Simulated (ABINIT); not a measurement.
**A GW chain in ABINIT: Cl (Cmce)**

How does a plane-wave GW calculation on Cl (Cmce) run from the first input to the gap?

Calculated with ABINIT 10.8.3; PBE and many-body steps on it, plane waves.

Most raw output is cut from this account.

**1. Starting point**

Symmetry: Cmce, No. 64, orthorhombic system. The conventional cell has a = 6.290 Å, b = 4.500 Å, c = 8.210 Å, α = 90.00°, β = 90.00°, γ = 90.00°. Nearest to Cl lie 1 Cl at 2.02 Å.

The cell and positions come from the Crystallography Open Database and are kept as given unless a step says otherwise.

**2. Ground state**

This step: ABINIT 10.8.3; DFT, PBE, plane waves, norm-conserving pseudopotentials.

The ground-state density comes first.

run.abi reads:

```
acell 3*1.0 Angstrom
rprim 
  3.145000000000 -2.250000000000 0.000000000000
  3.145000000000 2.250000000000 0.000000000000
  0.000000000000 0.000000000000 8.210000000000
ntypat 1
znucl 17
natom 4
typat 1 1 1 1
xred 
  0.870000000000 0.130000000000 0.100000000000
  0.630000000000 0.370000000000 0.600000000000
  0.130000000000 0.870000000000 0.900000000000
  0.370000000000 0.630000000000 0.400000000000
pp_dirpath "pseudos"
pseudos "Cl.upf"
ecut 25
ngkpt 6 6 4
nshiftk 1
shiftk 0 0 0
kptopt 1
chksymbreak 0
nband 20
occopt 1
tolvrs 1e-10
nstep 60
prtwf 0
indata_prefix "in"
outdata_prefix "out"
tmpdata_prefix "tmp"
```

Started as:

```
$ OMP_NUM_THREADS=1 mpirun -n 4 abinit run.abi > log
```

The job ended after 32 s (4 MPI ranks of Arm Neoverse V1, shared host; peak memory 0.36 GiB; 2.1 min of CPU time).

Numbers from this step:

- total energy: -1784.7847 eV
- gap: 2.469 eV
- k of the valence top: 0.5, 0.5, 0
- k of the conduction bottom: 0, 0, 0
- least direct gap: 2.525 eV
- pressure: 0.4830 GPa

The gap is indirect, with the least direct gap 0.06 eV higher.

The cutoff was set for levels, not for stress, so the pressure can be off by some GPa.

**3. Bands along the symmetry lines**

The cheap functional maps the bands first; the places of the edges decide which points the dearer methods must see.

run.abi reads:

```
acell 3*1.0 Angstrom
rprim 
  3.145000000000 -2.250000000000 0.000000000000
  3.145000000000 2.250000000000 0.000000000000
  0.000000000000 0.000000000000 8.210000000000
ntypat 1
znucl 17
natom 4
typat 1 1 1 1
xred 
  0.870000000000 0.130000000000 0.100000000000
  0.630000000000 0.370000000000 0.600000000000
  0.130000000000 0.870000000000 0.900000000000
  0.370000000000 0.630000000000 0.400000000000
pp_dirpath "pseudos"
pseudos "Cl.upf"
ecut 25
iscf -2
irdden 1
kptopt 0
nkpt 92
kpt 
  0.00000000 0.00000000 0.00000000
  0.06250000 0.06250000 0.00000000
  0.12500000 0.12500000 0.00000000
  0.18750000 0.18750000 0.00000000
  0.25000000 0.25000000 0.00000000
  0.31250000 0.31250000 0.00000000
  0.37500000 0.37500000 0.00000000
  0.43750000 0.43750000 0.00000000
  0.50000000 0.50000000 0.00000000
  0.48474461 0.51525539 0.00000000
  0.46948923 0.53051077 0.00000000
  0.45423384 0.54576616 0.00000000
  0.43897845 0.56102155 0.00000000
  0.42372307 0.57627693 0.00000000
  0.40846768 0.59153232 0.00000000
  0.39321230 0.60678770 0.00000000
  0.37795691 0.62204309 0.00000000
  -0.37795691 0.37795691 0.00000000
  -0.33071230 0.33071230 0.00000000
  -0.28346768 0.28346768 0.00000000
  -0.23622307 0.23622307 0.00000000
  -0.18897845 0.18897845 0.00000000
  -0.14173384 0.14173384 0.00000000
  -0.09448923 0.09448923 0.00000000
  -0.04724461 0.04724461 0.00000000
  0.00000000 0.00000000 0.00000000
  0.00000000 0.00000000 0.06250000
  0.00000000 0.00000000 0.12500000
  0.00000000 0.00000000 0.18750000
  0.00000000 0.00000000 0.25000000
  0.00000000 0.00000000 0.31250000
  0.00000000 0.00000000 0.37500000
  0.00000000 0.00000000 0.43750000
  0.00000000 0.00000000 0.50000000
  -0.04724461 0.04724461 0.50000000
  -0.09448923 0.09448923 0.50000000
  -0.14173384 0.14173384 0.50000000
  -0.18897845 0.18897845 0.50000000
  -0.23622307 0.23622307 0.50000000
  -0.28346768 0.28346768 0.50000000
  -0.33071230 0.33071230 0.50000000
  -0.37795691 0.37795691 0.50000000
  0.37795691 0.62204309 0.50000000
  0.39321230 0.60678770 0.50000000
  0.40846768 0.59153232 0.50000000
  0.42372307 0.57627693 0.50000000
  0.43897845 0.56102155 0.50000000
  0.45423384 0.54576616 0.50000000
  0.46948923 0.53051077 0.50000000
  0.48474461 0.51525539 0.50000000
  0.50000000 0.50000000 0.50000000
  0.50000000 0.50000000 0.43750000
  0.50000000 0.50000000 0.37500000
  0.50000000 0.50000000 0.31250000
  0.50000000 0.50000000 0.25000000
  0.50000000 0.50000000 0.18750000
  0.50000000 0.50000000 0.12500000
  0.50000000 0.50000000 0.06250000
  0.50000000 0.50000000 0.00000000
  0.00000000 0.00000000 0.00000000
  0.00000000 0.06250000 0.00000000
  0.00000000 0.12500000 0.00000000
  0.00000000 0.18750000 0.00000000
  0.00000000 0.25000000 0.00000000
  0.00000000 0.31250000 0.00000000
  0.00000000 0.37500000 0.00000000
  0.00000000 0.43750000 0.00000000
  0.00000000 0.50000000 0.00000000
  0.00000000 0.50000000 0.06250000
  0.00000000 0.50000000 0.12500000
  0.00000000 0.50000000 0.18750000
  0.00000000 0.50000000 0.25000000
  0.00000000 0.50000000 0.31250000
  0.00000000 0.50000000 0.37500000
  0.00000000 0.50000000 0.43750000
  0.00000000 0.50000000 0.50000000
  0.00000000 0.43750000 0.50000000
  0.00000000 0.37500000 0.50000000
  0.00000000 0.31250000 0.50000000
  0.00000000 0.25000000 0.50000000
  0.00000000 0.18750000 0.50000000
  0.00000000 0.12500000 0.50000000
  0.00000000 0.06250000 0.50000000
  0.00000000 0.00000000 0.50000000
  0.06250000 0.06250000 0.50000000
  0.12500000 0.12500000 0.50000000
  0.18750000 0.18750000 0.50000000
  0.25000000 0.25000000 0.50000000
  0.31250000 0.31250000 0.50000000
  0.37500000 0.37500000 0.50000000
  0.43750000 0.43750000 0.50000000
  0.50000000 0.50000000 0.50000000
istwfk *1
nband 21
nbdbuf 2
tolwfr 1e-08
nstep 40
prtwf 0
prtvol 0
indata_prefix "in"
outdata_prefix "out"
tmpdata_prefix "tmp"
```

The job ended after 36 s (4 MPI ranks; peak memory 0.39 GiB).

This step gave:

```yaml
gap: 2.457 eV
k_of_the_valence_top: 0.5, 0.5, 0
k_of_the_conduction_bottom: -0.0945, 0.0945, 0
least_direct_gap: 2.515 eV
```

The gap is 2.457 eV, −0.012 eV from the run before at this level.

Electronic bands along the path, in eV, zero at the top of the highest filled band:

```
     point  band 11  band 12  band 13  band 14  band 15  band 16  band 17  band 18
         Γ    -0.70    -0.40    -0.15    -0.06     2.47     3.03     6.92     7.52
   halfway    -0.71    -0.45    -0.37    -0.07     2.55     2.88     8.41     8.55
         Y    -0.96    -0.89    -0.36     0.00     2.55     2.74     8.58     8.67
   halfway    -0.93    -0.81    -0.31     0.00     2.55     2.75     8.37     8.91
        F0    -0.84    -0.66    -0.21    -0.01     2.60     2.78     8.52     9.16
jump to Δ0    -0.84    -0.66    -0.21    -0.01     2.60     2.78     8.52     9.16
   halfway    -0.40    -0.30    -0.24    -0.05     2.64     2.98     8.22     8.70
         Γ    -0.70    -0.40    -0.15    -0.06     2.47     3.03     6.92     7.52
   halfway    -0.70    -0.49    -0.13    -0.07     2.51     2.91     7.11     7.57
         Z    -0.64    -0.64    -0.10    -0.10     2.67     2.67     7.46     7.46
   halfway    -0.22    -0.22    -0.14    -0.14     2.77     2.77     8.31     8.31
        B0    -0.41    -0.41    -0.40    -0.40     2.68     2.68     9.21     9.21
jump to G0    -0.41    -0.41    -0.40    -0.40     2.68     2.68     9.21     9.21
   halfway    -0.61    -0.61    -0.44    -0.44     2.61     2.61     8.99     8.99
         T    -0.70    -0.70    -0.46    -0.46     2.58     2.58     8.93     8.93
   halfway    -0.85    -0.80    -0.47    -0.13     2.54     2.68     8.67     8.79
         Y    -0.96    -0.89    -0.36     0.00     2.55     2.74     8.58     8.67
 jump to Γ    -0.70    -0.40    -0.15    -0.06     2.47     3.03     6.92     7.52
   halfway    -0.42    -0.30    -0.25    -0.15     2.54     2.97     7.90     8.17
         S    -0.51    -0.51    -0.15    -0.15     2.85     2.85     8.30     8.30
   halfway    -0.46    -0.46    -0.09    -0.09     2.80     2.80     8.40     8.40
         R    -0.43    -0.43     0.00     0.00     2.75     2.75     8.52     8.52
   halfway    -0.39    -0.39    -0.16    -0.16     2.75     2.75     8.05     8.05
         Z    -0.64    -0.64    -0.10    -0.10     2.67     2.67     7.46     7.46
   halfway    -0.71    -0.71    -0.18    -0.18     2.66     2.66     8.76     8.76
         T    -0.70    -0.70    -0.46    -0.46     2.58     2.58     8.93     8.93
```

**4. Empty states on the mesh, 4×4×2 mesh, 163 bands**

The sums over transitions need many empty states on a uniform mesh; this step solves for them.

run.abi reads:

```
acell 3*1.0 Angstrom
rprim 
  3.145000000000 -2.250000000000 0.000000000000
  3.145000000000 2.250000000000 0.000000000000
  0.000000000000 0.000000000000 8.210000000000
ntypat 1
znucl 17
natom 4
typat 1 1 1 1
xred 
  0.870000000000 0.130000000000 0.100000000000
  0.630000000000 0.370000000000 0.600000000000
  0.130000000000 0.870000000000 0.900000000000
  0.370000000000 0.630000000000 0.400000000000
pp_dirpath "pseudos"
pseudos "Cl.upf"
ecut 25
ngkpt 4 4 2
nshiftk 1
shiftk 0 0 0
kptopt 1
chksymbreak 0
irdden 1
istwfk *1
nband 163
prtvol 0
optdriver 6
gwr_task "HDIAGO"
paral_kgb 0
occopt 1
indata_prefix "in"
outdata_prefix "out"
tmpdata_prefix "tmp"
```

Run time: 4.3 min. Hardware: 4 MPI ranks; peak memory 4.9 GiB; 17 min of CPU time.

Numbers from this step:

- gap: 2.469 eV
- k of the valence top: 0.5, 0.5, 0
- k of the conduction bottom: 0, 0, 0
- least direct gap: 2.525 eV
- k points computed: 14
- lowest point of the top converged band, above the valence top: 61.6846 eV

On this mesh the gap is 2.469 eV.

**5. Screening, 4×4×2 mesh, 155 bands, screening to 130.6 eV**

The RPA dielectric matrix is built and inverted for each q.

This step: RPA screening on PBE, plane waves, norm-conserving pseudopotentials.

Changes to run.abi since step 4:

```diff
@@ -22,10 +22,11 @@
 chksymbreak 0
-irdden 1
 istwfk *1
-nband 163
-prtvol 0
-optdriver 6
-gwr_task "HDIAGO"
-paral_kgb 0
 occopt 1
+irdwfk 1
+optdriver 3
+nband 155
+ecuteps 4.8
+inclvkb 2
+awtr 1
+symchi 1
 indata_prefix "in"
```

Elapsed: 2.4 min, on 4 MPI ranks; peak memory 1.9 GiB.

This step gave:

- ε∞ with local fields, on this mesh, along the program's q direction: 2.812
- the same without local fields: 3.461
- plasma frequency: 18.23 eV
- plane waves in the screening matrix: 403

Local fields lower ε∞ by 19 %. On a Γ-centred mesh this coarse the value itself is usually too large, while a short band sum pulls it down.

**6. Self-energy, 4×4×2 mesh, 155 bands, screening to 130.6 eV**

The self-energy is evaluated for the states that the input lists, and the levels follow from it, in one-shot runs by the linearised quasiparticle equation.

This step: G0W0 on PBE, plane waves, norm-conserving pseudopotentials.

Changes to run.abi since step 5:

```diff
@@ -25,8 +25,17 @@
 irdwfk 1
-optdriver 3
+optdriver 4
 nband 155
+gwcalctyp 0
+ecutsigx 25
+symsigma 1
+nkptgw 2
+kptgw 
+  0.5000000000 0.5000000000 0.0000000000
+  0.0000000000 0.0000000000 0.0000000000
+bdgw 
+  13 16
+  13 16
 ecuteps 4.8
-inclvkb 2
-awtr 1
-symchi 1
+irdscr 1
+ppmodel 1
 indata_prefix "in"
```

Elapsed: 36 s, on 4 MPI ranks; peak memory 2 GiB; 2.4 min of CPU time.

Numbers from this step:

| Quantity | Value |
| --- | --- |
| G0W0 gap on the points computed | 5.631 eV |
| starting gap on the mesh | 2.469 eV |
| k of the valence top | 0.5, 0.5, 0 |
| k of the conduction bottom | 0, 0, 0 |
| Z at the valence top | 0.791 |
| Z at the conduction bottom | 0.794 |
| least direct G0W0 gap on the computed points | 5.684 eV |

The gap on the mesh goes from 2.47 eV to 5.63 eV, a correction of +3.16 eV.

Limits: finite bands, cutoff and mesh; coarse k mesh. v1 is the top filled band, c1 the lowest empty one. Levels before and after the correction, in eV, zero at the valence-band top of each column:

```
           conduction bottom  valence top
Kohn-Sham               2.47         0.00
     G0W0               5.63         0.00
```

```
                    level  energy (eV)
Kohn-Sham  (0.5 0.5 0) v2       -0.362
Kohn-Sham  (0.5 0.5 0) v1        0.000
Kohn-Sham  (0.5 0.5 0) c1        2.546
Kohn-Sham  (0.5 0.5 0) c2        2.736
Kohn-Sham            Γ v2       -0.146
Kohn-Sham            Γ v1       -0.056
Kohn-Sham            Γ c1        2.469
Kohn-Sham            Γ c2        3.031
     G0W0  (0.5 0.5 0) v2       -0.312
     G0W0  (0.5 0.5 0) v1        0.000
     G0W0  (0.5 0.5 0) c1        5.769
     G0W0  (0.5 0.5 0) c2        5.999
     G0W0            Γ v2       -0.172
     G0W0            Γ v1       -0.053
     G0W0            Γ c1        5.631
     G0W0            Γ c2        6.359
```

**7. Where the time went**

Times are wall times on 4 MPI ranks of Arm Neoverse V1, shared host, good to a factor of about two.

```
                          step     time  share  memory (GiB)
                  ground state     32 s    6 %          0.36
bands along the symmetry lines     36 s    7 %          0.39
      empty states on the mesh  4.3 min   51 %           4.9
                     screening  2.4 min   29 %           1.9
                   self-energy     36 s    7 %           2.0
```

**8. What came out**

```json
{
 "PBE gap": "2.46 eV, indirect",
 "G0W0 gap on the mesh": "5.63 eV",
 "GW settings": "4×4×2 mesh, 155 bands, screening to 130.6 eV, Godby-Needs plasmon pole",
 "known limits": "not at the basis limit; coarse k mesh"
}
```

What this shows: G0W0 moves the gap on the mesh from 2.47 eV to 5.63 eV (+3.16 eV), with Z of 0.79 and 0.79 at the edges. Local fields lower the RPA ε∞ on this mesh from 3.46 to 2.81; a Γ-centred mesh this coarse tends to raise both, most where the direct gap is narrow, while a short band sum lowers them. Only 2 of the mesh's irreducible points were corrected, so a valley elsewhere could overtake. The dearest step here is «empty states on the mesh». Bands and cutoff are finite, so the gap is not at the basis limit. The miss can reach some tenths of an eV and take either sign; the mesh is an error of its own. In the G0W0 run levels were corrected at 2 k points alone, so a gap called «on the mesh» is the least over those, and an edge elsewhere would be missed. The 4×4×2 mesh is coarse for this cell, which bears on the long-range parts of exchange and screening.

[Paths, hosts, dates, memory and timing lines, banners, echoed tables and standing remarks are left out of the program output.]

[Logs are printed without paths, hosts, clocks, repeated set-up lines and the standing remarks that a program may print on its own settings, such as how far it seeks lower states.]

[Runs of the session that timed out or met a known fault of the program may be left out.]

[Hosts, paths, dates, database ids (printed as entryN), source tags and the programs' standing remarks are cut or masked in the printed files.]

[G0W0 gaps are taken among the corrected bands and points alone; a level outside them can change the order at an edge.]

[Where Ansatz stands beside ABINIT at settings called matched, ABINIT's density can come from a denser mesh and the files from another edition; pairs whose starting gaps differed by over 0.03 eV were left out, so agreement reads better than it is.]
